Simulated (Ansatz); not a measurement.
# Ge wire along [111], 26 atoms a period, H-terminated: bands by functional

Wanted: the relaxed geometry and the bands of the Ge wire along [111], 26 atoms a period, H-terminated.

Method: DFT PBE, plane waves, PAW; relaxation of a wire's period; PAW set soft_1, in the first sound run; inputs show where later runs differ, in Ansatz 0.2.0.

Report form: the programs' logs are mostly left out.

### Step 1. The starting structure

The cell holds 56 atoms: 26 Ge and 30 H. Cell: a = 17.493 Å, b = 16.796 Å, c = 9.977 Å, α = 90.0°, β = 90.0°, γ = 90.0°. Vacuum lies along a and b. The structure's axis is c.

### Step 2. Relaxing the period

Band widths follow the bond lengths, so the wire is relaxed first. The atoms and the third cell vector are free; the box across stays fixed as vacuum. A Fermi-Dirac smearing is set since the result may be a metal. The pressure printed is a third of the stress's trace over the whole box, vacuum included; only the stress along the axis is relaxed.

input.yaml reads:

```yaml
crystal:
  lattice:
    - [17.493, 0.0, 0.0]
    - [0.0, 16.796, 0.0]
    - [0.0, 0.0, 9.9766126516]
  atoms:
    - { symbol: Ge, position: [0.383593563, 0.43000073, 0.0] }
    - { symbol: Ge, position: [0.500009703, 0.640006995, 0.0] }
    - { symbol: Ge, position: [0.383593563, 0.43000073, 0.25] }
    - { symbol: Ge, position: [0.500009703, 0.640006995, 0.25] }
    - { symbol: Ge, position: [0.616425842, 0.43000073, 0.25] }
    - { symbol: H, position: [0.310779599, 0.613788608, 0.281211434] }
    - { symbol: H, position: [0.500009703, 0.272431238, 0.281211434] }
    - { symbol: H, position: [0.689239806, 0.613788608, 0.281211434] }
[... 44 atom lines left out ...]
    - { symbol: H, position: [0.689239806, 0.246212851, 0.968788566] }
    - { symbol: H, position: [0.732841982, 0.587570221, 0.968788566] }
    - { symbol: H, position: [0.805655945, 0.456219117, 0.968788566] }
    - { symbol: Ge, position: [0.616425842, 0.43000073, 0.0] }
kpoints:
  mp_grid: { grid: [1, 1, 9] }
scf:
  occupations: { method: fermi_dirac, width: 0.05 }
hamiltonian:
  xc: pbe
  pseudopotentials: { kind: paw, azcp: { folder: soft_1 } }
relax:
  cell: { fix: [a, b, alpha, beta, gamma] }
  max_steps: 45
  f_tol: 0.03
```

Launch:

```sh
ansatz run input.yaml --threads 4 --pin off --max-ram 16384MiB --backend cpu --events-out ev --progress --plain --runs-dir out
```

Run time: 12 min. Hardware: 4 threads of Arm Neoverse V1, shared host; peak memory 12 GiB.

The steps of the relaxation:

```csv
step,energy less that of the first step (eV),largest force component (eV/Å),pressure (GPa),volume (Å³)
1,0.0000,0.4578,-0.29,2931.25
2,-0.5722,0.4952,-0.07,2926.61
3,-0.8808,0.1361,-0.10,2911.59
4,-1.0257,0.1174,-0.05,2896.47
5,-1.0877,0.0374,-0.01,2899.39
6,-1.1087,0.0115,0.01,2902.19
7,-1.1112,0.0344,-0.02,2903.12
8,-1.1121,0.0203,0.01,2902.03
9*,-1.1080,0.0203,0.01,2902.03
```

Relaxation steps marked * repeat the geometry before them on a plane-wave basis chosen anew for their cell, so energy and pressure can jump there.

The run keeps the 4 symmetry operations that it works with, so distortions that break them were not tested.

```csv
cell as run,before,after,change
c (Å),9.977,9.877,-1.0 %
```

The atoms that moved most (Å, along periodic axes as changes of fractional coordinates times the final cell, across vacuum about the mean position):

```csv
atom,dx,dy,dz,length
H20,0.083,-0.413,-0.154,0.449
H27,-0.083,-0.413,-0.154,0.449
H47,0.083,0.413,0.154,0.449
H52,-0.083,0.413,0.154,0.449
H28,0.316,0.278,-0.154,0.448
H19,-0.316,0.278,-0.154,0.448
H54,0.316,-0.278,0.154,0.448
H45,-0.316,-0.278,0.154,0.448
```

This step gave:

```yaml
cell_length_along_the_wire: 9.877 Å
```

The cell's length comes to 9.877 Å with spin left out.

### Step 3. The perfect wire

This step: DFT PBE, plane waves, PAW; bands of a perfect wire; PAW set soft_1 (Ansatz 0.2.0).

At the relaxed period the bands are computed along the axis; those that cross an energy going forward count the channels that a perfect wire would open there.

input.yaml reads:

```yaml
crystal:
  lattice:
    - [17.493, 0.0, 0.0]
    - [0.0, 16.796, 0.0]
    - [0.0, 0.0, 9.8771418008]
  atoms:
    - { symbol: Ge, position: [0.38355722, 0.429981217, 0.998642931] }
    - { symbol: Ge, position: [0.500009703, 0.640051204, 0.998643032] }
    - { symbol: Ge, position: [0.385653244, 0.431239549, 0.248874532] }
    - { symbol: Ge, position: [0.500009703, 0.637529652, 0.248875748] }
    - { symbol: Ge, position: [0.614366162, 0.431239549, 0.248874532] }
    - { symbol: H, position: [0.313266098, 0.612292826, 0.280954697] }
    - { symbol: H, position: [0.500009703, 0.275421889, 0.280953947] }
    - { symbol: H, position: [0.686753307, 0.612292826, 0.280954697] }
[... 44 atom lines left out ...]
    - { symbol: H, position: [0.706058859, 0.261204186, 0.954032937] }
    - { symbol: H, position: [0.750930886, 0.571002025, 0.984336494] }
    - { symbol: H, position: [0.801599488, 0.433556116, 0.954024708] }
    - { symbol: Ge, position: [0.616462185, 0.429981217, 0.998642931] }
kpoints:
  mp_grid: { grid: [1, 1, 9] }
  band_path: { path: ["Γ", Z], npoints: 90 }
scf:
  occupations: { method: fermi_dirac, width: 0.05 }
hamiltonian:
  xc: pbe
  pseudopotentials: { kind: paw, azcp: { folder: soft_1 } }
output:
  dos: { e_range: [-5, 4] }
  write_potential: true
  write_density: true
  volumetric_format: npy
```

Wall time 21 min (4 threads); peak memory 12 GiB.

This step gave:

| Item | Value |
| --- | --- |
| band gap | 2.430 eV |

Electronic bands along the path, in eV, zero at the Fermi level; v1 is the highest filled band, c1 the lowest empty one:

```csv
point,v4,v3,v2,v1,c1,c2,c3,c4
Γ,-1.92,-1.89,-1.89,-1.19,1.24,1.54,1.57,1.79
halfway,-1.96,-1.81,-1.81,-1.52,1.36,1.51,1.51,1.54
Z,-1.98,-1.98,-1.79,-1.79,1.26,1.26,1.46,1.60
```

The gap is 2.43 eV, with spin left out.

On this path the gap is direct, 2.43 eV, with the valence top at Γ and the conduction bottom at Γ.

### Step 4. Another level of theory, cutoff 500 eV, k-mesh 1×1×7

This step: DFT r2SCAN, plane waves, PAW; bands of a perfect wire at the PBE geometry; PAW set soft_1 (Ansatz 0.2.0).

The atoms stay at the PBE geometry and the functional changes. r2SCAN also reads the kinetic-energy density; it often gives larger moments and wider gaps than PBE, at a higher cost. Against the first PBE run of this kind, the cutoff is 500 eV against 420 and the mesh along the wire has 7 points against 9.

input.yaml: that of step 3 with these lines changed.

```diff
@@ -63,3 +63,3 @@
 kpoints:
-  mp_grid: { grid: [1, 1, 9] }
+  mp_grid: { grid: [1, 1, 7] }
   band_path: { path: ["Γ", Z], npoints: 90 }
@@ -68,8 +68,3 @@
 hamiltonian:
-  xc: pbe
+  xc: r2scan
   pseudopotentials: { kind: paw, azcp: { folder: soft_1 } }
-output:
-  dos: { e_range: [-5, 4] }
-  write_potential: true
-  write_density: true
-  volumetric_format: npy
```

Run time: 35 min. Hardware: 4 threads; peak memory 12 GiB.

Numbers from this step:

* band gap: 2.775 eV

The electronic bands at the labelled points (eV, zero at the Fermi level; v1 is the highest filled band, c1 the lowest empty one):

```csv
point,v4,v3,v2,v1,c1,c2,c3,c4
Γ,-2.14,-2.09,-2.09,-1.35,1.42,1.73,1.74,1.92
halfway,-2.18,-2.02,-2.02,-1.70,1.55,1.67,1.67,1.74
Z,-2.19,-2.19,-2.00,-2.00,1.42,1.42,1.65,1.78
```

The gap is 2.78 eV, against 2.43 eV under PBE at the relaxed period.

### Step 5. Summary of results

```json
{
 "cell length, PBE": "9.877 Å",
 "gap, PBE": "2.43 eV",
 "gap, r2SCAN": "2.78 eV"
}
```

In words: Under PBE the cell's length is 9.88 Å, and a gap of 2.43 eV makes it a semiconductor. At the relaxed period the wire is gapped under every functional, from 2.43 eV (PBE) to 2.78 eV (r2SCAN). Weak screening in one dimension makes quasiparticle gaps larger than the semilocal gaps, as a rule.

[Logs are printed without paths, hosts, clocks, repeated set-up lines and the standing remarks that a program may print on its own settings, such as how far it seeks lower states.]

[Hosts, paths, dates, database ids (printed as entryN), source tags and the programs' standing remarks are cut or masked in the printed files.]
